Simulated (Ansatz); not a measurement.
## Be4P2O (built on the sites of a database entry of Ca4Sb2O): a soft mode frozen in

Aim: this structure of Be4P2O (built on the sites of a database entry of Ca4Sb2O) is to be tested for unstable modes, and one is followed downhill.

Main program and level: Ansatz 0.2.0; DFT PBEsol, scalar-relativistic, plane waves, PAW.

The structure was built from a prototype and need not be the compound's stable phase.

## (1) The structure

The structure is tetragonal, space group I4/mmm (No. 139). The conventional cell has a = 3.583 Å, b = 3.583 Å, c = 10.943 Å, α = 90.00°, β = 90.00°, γ = 90.00°. Nearest to Be lie 2 O at 1.79 Å and 4 P at 2.40 Å. Be has 1 O at 1.72 Å and 5 P at 2.15 to 2.54 Å and 4 Be at 2.48 Å nearest. P has 9 Be at 2.15 to 2.54 Å nearest. Nearest to O lie 6 Be at 1.72 to 1.79 Å. Farther neighbours and most contacts between anions are not listed.

## (2) Modes at Γ

The cell comes from relaxations at this level that are not shown. The zone centre is the only wavevector solved here; it holds the modes that light can see, as far as symmetry allows. No field response is asked, since the mesh shows no gap.

File input.yaml:

```yaml
crystal:
  lattice:
    - [-1.7913590676, 1.7913590676, 5.4716745197]
    - [1.7913590676, -1.7913590676, 5.4716745197]
    - [1.7913590676, 1.7913590676, -5.4716745197]
  atoms:
    - { symbol: Be, position: [0.5, 0.0, 0.5] }
    - { symbol: Be, position: [0.0, 0.5, 0.5] }
    - { symbol: Be, position: [0.343050778, 0.343050778, 0.0] }
    - { symbol: Be, position: [0.656949222, 0.656949222, 0.0] }
    - { symbol: P, position: [0.1462780517, 0.1462780517, 0.0] }
    - { symbol: P, position: [0.8537219483, 0.8537219483, 0.0] }
    - { symbol: O, position: [0.5, 0.5, 0.0] }
kpoints:
  mp_grid: { grid: [16, 16, 16] }
hamiltonian:
  xc: pbesol
scf:
  occupations: { method: methfessel_paxton, width: 0.2 }
output:
  eigenvalues: true
phonons:
  method: dfpt
```

Run with:

```bash
$ ansatz run input.yaml --threads 8 --pin off --max-ram 14336MiB --backend cpu --events-out ev --progress --plain --runs-dir out
```

Numbers of over 12 decimals in the logs are rounded to 6 here.

The program printed:

```text
zone centre: on kpoints.mp_grid the ground state, and the responses unless they are solved on pairs of k-points, stand on 621 of the mesh's 4096 k-points, reduced under 4 symmetry operations, with k and −k counted as one. Each operation leaves every solved displacement unchanged or reverses it
Engine: ansatz 0.2.0, x86_64-unknown-linux-gnu
Pseudopotentials: kind: paw
Pseudopotential: Be, paw, valence charge 2, recommended cutoff 420 eV (normal), Be.paw.azcp
Pseudopotential: P, paw, valence charge 5, recommended cutoff 420 eV (normal), P.paw.azcp
Pseudopotential: O, paw, valence charge 6, recommended cutoff 420 eV (normal), O.paw.azcp
Functional definition: PBEsol
  exchange = pbesol_x
  correlation = pbesol_c
Crystal: 7 atoms, lattice volume = 70.234 Å³
Basis set: ecut = 420 eV, 1355 PW (Γ), exchange–correlation on 90×90×90 points (8 copies of the dense FFT grid, shifted against one another)
Bands: 19, of which v1, the nominal top of the filled ones, is band 12 counted from 1 (11 counted from 0)
Symmetry: 16 space group operations
k-points: 621 of 4096 (irreducible under 4 space group operations, time reversal used)
Non-local potential: Be, projectors of the file, l = 0: 2, l = 1: 2, l = 2: 1
Non-local potential: P, projectors of the file, l = 0: 2, l = 1: 2, l = 2: 2
Non-local potential: O, projectors of the file, l = 0: 2, l = 1: 2, l = 2: 1
PAW form: soft (Blöchl's): semilocal exchange-correlation on the pseudo side does not see the compensation charge
PAW frozen core: Be, regenerated for the run's functional, and the local potential with it (the file was generated under x = pbe(κ = 0.804, μ = 0.219515), c = pbe(β = 0.066725))
PAW frozen core: P, regenerated for the run's functional, and the local potential with it (the file was generated under x = pbe(κ = 0.804, μ = 0.219515), c = pbe(β = 0.066725))
PAW frozen core: O, regenerated for the run's functional, and the local potential with it (the file was generated under x = pbe(κ = 0.804, μ = 0.219515), c = pbe(β = 0.066725))
PAW one-centre angular grid: Be, 110 points (default); XC on 64 Gauss nodes
PAW one-centre angular grid: P, 110 points (default); XC on 64 Gauss nodes
PAW one-centre angular grid: O, 110 points (default); XC on 64 Gauss nodes
Initial density: superposition of atomic densities (neutral atoms: chi_scale 0, normalization atom), corrected by the library's trained network
Initial wavefunctions: pseudopotential atomic-orbital guess
Functional: x = pbesol(κ = 0.804, μ = 0.123457), c = pbesol(β = 0.046)
SCF iter   1: F=—  HF=-2403.562745 eV  |F-HF|=—  |Δ(HF+E_count)|=         —  Δρ=9.95e-3  dr2=6.53e-2  ethr=1.77e-3  ⟨swp⟩=5.8  Hψ=66086  notcnv=0
preconditioner: auto → Kerker (q_TF=auto, 2.281 Å⁻¹)  [metal: Δε(μ)=0.064 eV  Ē_g=10.103 eV  σ=0.200 eV  W_gap=0.26  n_scr=10 (ndim 8)  ℏωp=20.8 eV  f_vac=0.000  D(μ)=0.05/eV (n_scr^D=0)]
SCF iter   2: F=—  HF=-2403.546091 eV  |F-HF|=—  |Δ(HF+E_count)|=   1.67e-2  S|Δr|=    0.00e0  Δρ=2.57e-3  dr2=7.94e-3  ethr=2.72e-4  ⟨swp⟩=2.7  Hψ=23673  notcnv=0
SCF iter   3: F=—  HF=-2403.544969 eV  |F-HF|=—  |Δ(HF+E_count)|=   1.12e-3  S|Δr|=    0.00e0  Δρ=1.36e-3  dr2=2.31e-3  ethr=3.31e-5  ⟨swp⟩=1.0  Hψ=10662  notcnv=0
SCF iter   4: F=—  HF=-2403.544539 eV  |F-HF|=—  |Δ(HF+E_count)|=   4.30e-4  S|Δr|=    0.00e0  Δρ=1.47e-4  dr2=1.09e-5  ethr=9.64e-6  ⟨swp⟩=2.1  Hψ=13738  notcnv=0
SCF iter   5: F=—  HF=-2403.544539 eV  |F-HF|=—  |Δ(HF+E_count)|=   5.08e-7  S|Δr|=    0.00e0  Δρ=2.48e-5  dr2=8.82e-7  ethr=4.52e-8  ⟨swp⟩=2.2  Hψ=16981  notcnv=0
SCF iter   6: F=—  HF=-2403.544520 eV  |F-HF|=—  |Δ(HF+E_count)|=   1.92e-5  S|Δr|=    0.00e0  Δρ=5.02e-6  dr2=3.46e-8  ethr=3.67e-9  ⟨swp⟩=2.3  Hψ=14733  notcnv=0
SCF iter   7: F=—  HF=-2403.544520 eV  |F-HF|=—  |Δ(HF+E_count)|=   6.92e-9  S|Δr|=    0.00e0  Δρ=1.33e-6  dr2=2.15e-9  ethr=1.44e-10  ⟨swp⟩=2.7  Hψ=17929  notcnv=0
SCF iter   8: F=—  HF=-2403.544520 eV  |F-HF|=—  |Δ(HF+E_count)|=  4.46e-10  S|Δr|=    0.00e0  Δρ=2.80e-7  dr2=6.39e-11  ethr=8.95e-12  ⟨swp⟩=2.6  Hψ=17018  notcnv=0
SCF iter   9: F=-2403.544520 eV  HF=-2403.544520 eV  |F-HF|=2.27e-12  |Δ(HF+E_count)|=  9.55e-12  S|Δr|=    0.00e0  Δρ=5.13e-8  dr2=3.38e-12  ethr=1.00e-12  ⟨swp⟩=9.9  Hψ=62923  notcnv=0
SCF 1 converged in 9 iterations: F = -2403.544520 eV  dr2 = 3.38e-12
  greatest PAW one-centre occupation: 0.865 electrons in one spin orbital (limit 2), on the O atom at site 6 (counted from 0), in its partial waves of l = 0
DFPT response loops at Γ: preconditioner auto → Kerker (q_TF=auto, 2.281 Å⁻¹) (partly filled bands, converged f_vac=0.000); β = 1.00, the filter's whole step (`scf.mixing.beta` (0.50) is not read by the response loops under this deck's `scf.mixing.preconditioner`; to damp them name `kerker` or `kerker_dos`, under which they read `scf.mixing.beta`, and type it under 1.00, their step now; both keys bind the ground state too); Broyden in place of MSR1
SCF converged after 9 iterations
Stability not checked: this state was not tested for a lower state beside it, because cold or Methfessel-Paxton smearing, or corrected tetrahedra, fill the levels in a way that the test cannot read (fill_not_monotonic; see scf.lower_state_search)
Free energy (F): -2403.544520 eV
Harris-Foulkes:  -2403.544520 eV  (|F-HF|=2.27e-12)
Internal energy: -2403.544966 eV  (E = F + TS)
E sigma→0 (E₀):  -2403.544632 eV
Entropy (-TS):   0.000445 eV (0.064 meV/atom)
Fermi energy:    9.649881 eV
Step filling:    the computed levels leave a gap of 0.0010 eV = 0.0 smearing widths at the electron count; against every level under it full and every level over it empty, smearing changes F+E_penalty+E_count by +0.127 meV and its σ→0 estimate by +0.016 meV
--- Per-component energies (eV) ---
  E_band       = 42.221347
  E_kinetic    = 401.310451
  E_local      = -555.503683  (includes V_loc(G=0)·N_el)
  E_nonlocal   = 133.071311
  E_hartree    = 210.349769
  E_xc         = -275.312872
  E_vxc        = -300.956852  (∫ρ·V_xc dr)
  E_paw        = -1489.384309  (= ΣΔE_a)
  E_vpaw       = -56.401919  (= ΣTr[D̂ρ^β])
  E_aug_tail   = 0.002518  (compensation charges beyond the density's cutoff)
  E_ewald      = -828.243755
  E_core_change = 0.165605  (= ΣΔE_core)
  E_smearing   = 0.000445  (= −TS)
  E_closure    = 0.000000  (closes the sum)
  Σ components = -2403.544520   (vs F -2403.544520, Δ=0.00e0)
--- Band table (eV; the first three rows and the last of 621) ---
  k-point 0: bands = [... 8 lower, 6.5975, 8.0636, 8.4264, 8.4264, 10.6814, 11.1035, 12.8155, 13.2193, ... 3 higher]
  k-point 1: bands = [... 8 lower, 6.5366, 8.0846, 8.2431, 8.2675, 11.1282, 11.4393, 13.0147, 13.2512, ... 3 higher]
  k-point 2: bands = [... 8 lower, 6.3542, 7.2783, 7.8733, 8.8053, 12.1477, 12.2571, 13.2315, 13.2478, ... 3 higher]
  k-point 620: bands = [... 8 lower, 6.9889, 6.9889, 8.5431, 8.5431, 9.6091, 10.3408, 11.6627, 12.6729, ... 3 higher]
--- Phonons (Γ-DFPT): 9 representative perturbations + reference, on 621 of 4096 k-points (Σ response iterations 28) ---
  k mesh reduced under 4 symmetry operations, with k and −k counted as one. Each operation leaves every solved displacement unchanged or reverses it
  ASR residual: 1.374e-5 → 0.000e0 eV/Å²; symmetrization residual: 9.908e-7 eV/Å²
  ASR residual per site (eV/Å²): 1.37e-5 1.37e-5 8.52e-6 8.52e-6 1.56e-6 1.56e-6 1.03e-5
  Γ frequencies (cm⁻¹): -338.04 -338.04 -267.97 -267.97 0.00 0.00 0.00 143.47 160.62 160.62 239.61 239.61 351.16 351.16 361.00 373.03 430.85 430.85 483.98 601.64 613.99
  non-analytic LO–TO correction: not included (Born effective charges unavailable; polar crystals: no LO–TO splitting at Γ)
```

The job ended after 4.7 min (8 threads of Intel Xeon Platinum 8259CL at 2.50GHz (Skylake/Cascade Lake), shared host; peak memory 3.3 GiB).

This step gave:

```yaml
volume_per_atom: 10.03 Å³
gap_on_the_k_mesh: 0 eV
sum_rule_residual_before_enforcement: 1.37e-5 eV/Å²
point_group: 4/mmm
highest_optical_mode_at_the_zone_centre_no_lo_to_term: 614.0 cm⁻¹
lowest_optical_zone_centre_mode: -338.0 cm⁻¹
```

Patterns of degenerate modes are one choice out of their space. The modes at Γ (shares of kinetic energy by element, %) (negative means imaginary):

| mode | frequency (cm⁻¹) | symmetry | Be % | P % | O % |
| --- | --- | --- | --- | --- | --- |
| 1 | -338.0 | Eu | 85 | 9 | 6 |
| 2 | -338.0 | Eu | 85 | 9 | 6 |
| 3 | -268.0 | Eg | 100 | 0 | 0 |
| 4 | -268.0 | Eg | 100 | 0 | 0 |
| 5 | 0.0 | acoustic | 32 | 54 | 14 |
| 6 | 0.0 | acoustic | 32 | 54 | 14 |
| 7 | 0.0 | acoustic | 32 | 54 | 14 |
| 8 | 143.5 | B2u | 100 | 0 | 0 |
| 9 | 160.6 | Eu | 84 | 10 | 7 |
| 10 | 160.6 | Eu | 84 | 10 | 7 |
| 11 | 239.6 | Eg | 0 | 100 | 0 |
| 12 | 239.6 | Eg | 0 | 100 | 0 |
| 13 | 351.2 | Eu | 20 | 25 | 55 |
| 14 | 351.2 | Eu | 20 | 25 | 55 |
| 15 | 361.0 | A1g | 9 | 91 | 0 |
| 16 | 373.0 | A2u | 47 | 39 | 14 |
| 17 | 430.9 | Eu | 79 | 2 | 18 |
| 18 | 430.9 | Eu | 79 | 2 | 18 |
| 19 | 484.0 | A2u | 45 | 3 | 51 |
| 20 | 601.6 | A1g | 91 | 9 | 0 |
| 21 | 614.0 | A2u | 76 | 3 | 21 |

Displacements in mode 1 (-338.0 cm⁻¹), the largest set to 1:
```
Be1  0.06  0.00  0.00
Be2 -0.30  0.00  0.00
Be3  1.00  0.01  0.00
Be4  1.00  0.01  0.00
P5  -0.18  0.00  0.00
P6  -0.18  0.00  0.00
O7  -0.28  0.00  0.00
```

Displacements in mode 12 (239.6 cm⁻¹), the largest set to 1:
```
Be1  0.00  0.00  0.00
Be2  0.00  0.00  0.00
Be3 -0.12  0.00  0.00
Be4  0.12  0.00  0.00
P5   1.00 -0.02  0.00
P6  -1.00  0.02  0.00
O7   0.00  0.00  0.00
```

Before it was imposed, the acoustic sum rule was missed by 1.4e-5 eV/Å². Small misses are needed for a sound result but don't prove that mesh and cutoff are converged. The lowest optical mode is imaginary, 338.0i cm⁻¹, so the energy falls along it.

## (3) The mode frozen in, largest atomic shift 0 Å

The mode followed lies at Γ with frequency 338.0i cm⁻¹ and is 2-fold degenerate, the softest among the wavevectors solved. At small amplitude the distorted cell has space group no. 42 by a symmetry search on the positions. The undistorted cell that holds it gives the zero of energy on the same k mesh.

Edit input.yaml of step 2 so:

```diff
@@ -20,4 +20,4 @@
 output:
+  forces: true
+  stress: true
   eigenvalues: true
-phonons:
-  method: dfpt
```

The program printed:

```text
[...]
k-point 0: bands = [... 8 lower, 6.5975, 8.0636, 8.4264, 8.4264, 10.6814, 11.1035, 12.8154, 13.2193, ... 3 higher]
  k-point 1: bands = [... 8 lower, 6.5366, 8.0846, 8.2431, 8.2675, 11.1282, 11.4392, 13.0147, 13.2512, ... 3 higher]
  k-point 2: bands = [... 8 lower, 6.3542, 7.2783, 7.8732, 8.8054, 12.1477, 12.2571, 13.2314, 13.2478, ... 3 higher]
  k-point 348: bands = [... 8 lower, 6.9889, 6.9889, 8.5431, 8.5431, 9.6091, 10.3408, 11.6627, 12.6729, ... 3 higher]
[key lines of the parts left out:]
SCF converged after 6 iterations
Free energy (F): -2403.544520 eV
Fermi energy:    9.649891 eV
P = ⅓ Tr σ = 0.0032 GPa (0.032 kbar)
```

Wall time 5.7 s (8 threads); peak memory 0.75 GiB; 40 s of CPU time.

Numbers from this step:

```
pressure                         : 0.003206 GPa
energy from the undistorted cell : 0 meV/atom
```

The run ends at a pressure of 0.00 GPa, with forces up to 4.6e-4 eV/Å.

## (4) The mode frozen in, largest atomic shift 0.32 Å

The atoms are moved along the unstable eigenvector, the largest shift by 0.32 Å, with the cell fixed.

input.yaml, the sections that differ from step 3:

```yaml
crystal:
  lattice:
    - [-1.7913590676, 1.7913590676, 5.4716745197]
    - [1.7913590676, -1.7913590676, 5.4716745197]
    - [1.7913590676, 1.7913590676, -5.4716745197]
  atoms:
    - { symbol: Be, position: [0.5188375633, 0.0036961621, 0.5225337254] }
    - { symbol: Be, position: [-0.0036961621, 0.4811624367, 0.4774662746] }
    - { symbol: Be, position: [0.279893655, 0.406207901, 0.0] }
    - { symbol: Be, position: [0.593792099, 0.720106345, 0.0] }
    - { symbol: P, position: [0.1578507409, 0.1347053625, 0.0] }
    - { symbol: P, position: [0.8652946375, 0.8421492591, 0.0] }
    - { symbol: O, position: [0.5178142753, 0.4821857247, 0.0] }
# kpoints, hamiltonian, scf, output: as in step 3
```

The program printed:

```text
[...]
Crystal: 7 atoms, lattice volume = 70.234 Å³
Basis set: ecut = 420 eV, 1355 PW (Γ), FFT grids on a1+a3, a2+a3, a3, exchange–correlation on 48×48×90 points (8 copies of the dense FFT grid, shifted against one another)
Bands: 19, of which v1, the nominal top of the filled ones, is band 12 counted from 1 (11 counted from 0)
Symmetry: 4 space group operations
[...]
k-point 0: bands = [... 8 lower, 6.7829, 8.0456, 8.2906, 8.4707, 10.2541, 10.5943, 12.9248, 13.1422, ... 3 higher]
  k-point 1: bands = [... 8 lower, 6.8331, 7.8622, 8.1132, 8.4563, 10.6745, 10.8909, 13.2095, 13.2239, ... 3 higher]
  k-point 2: bands = [... 8 lower, 6.6594, 7.2610, 7.5149, 8.9620, 11.5655, 11.5970, 13.4612, 13.7438, ... 3 higher]
  k-point 620: bands = [... 8 lower, 6.7307, 7.0997, 8.2680, 8.6893, 9.6477, 9.8168, 11.2226, 12.6294, ... 3 higher]
[key lines of the parts left out:]
SCF converged after 6 iterations
Free energy (F): -2403.777608 eV
Fermi energy:    9.638245 eV
P = ⅓ Tr σ = 1.3899 GPa (13.899 kbar)
```

Elapsed: 14 s, on 8 threads; peak memory 1 GiB; 1.7 min of CPU time.

Numbers from this step:

```
pressure                         : 1.390 GPa
gap on the k-mesh                : 0.04185 eV
energy from the undistorted cell : -33.29 meV/atom
```

The energy, extrapolated to zero smearing, is -33.29 meV/atom against the undistorted cell.

The run ends at a pressure of 1.39 GPa, with forces up to 0.28 eV/Å.

## (5) Energy along the mode, all amplitudes (two of the runs are shown above)

An imaginary frequency means negative curvature, so the energy should fall and then rise again as anharmonic terms take over.

This step gave:

```
depth at the lowest point sampled  : 33.29 meV/atom
largest atomic shift at that point : 0.32 Å
```

Table of energy from the parent by largest atomic shift:

| largest atomic shift (Å) | energy from the parent (meV/atom) |
| --- | --- |
| 0.000 | 0 |
| 0.040 | -1.06 |
| 0.080 | -4.11 |
| 0.140 | -11.6 |
| 0.220 | -23.9 |
| 0.320 | -33.3 |
| 0.450 | -10.0 |
| 0.600 | 123 |

Displacement at unit largest shift by atom:

| atom | x (Å) | y (Å) | z (Å) | size |
| --- | --- | --- | --- | --- |
| Be1 | 0.041 | 0.211 | 0.000 | 0.215 |
| Be2 | -0.211 | -0.041 | 0.000 | 0.215 |
| Be3 | 0.707 | -0.707 | 0.000 | 1.000 |
| Be4 | 0.707 | -0.707 | 0.000 | 1.000 |
| P5 | -0.130 | 0.130 | 0.000 | 0.184 |
| P6 | -0.130 | 0.130 | 0.000 | 0.184 |
| O7 | -0.199 | 0.199 | 0.000 | 0.281 |

The lowest of the steps tried is at 0.32 Å, 33.3 meV/atom below the parent; the bottom of the well need not coincide with a step.

[end of part 1 of 2]

[Logs are printed without paths, hosts, clocks, repeated set-up lines and the standing remarks that a program may print on its own settings, such as how far it seeks lower states.]

[Hosts, paths, dates, database ids (printed as entryN), source tags and the programs' standing remarks are cut or masked in the printed files.]
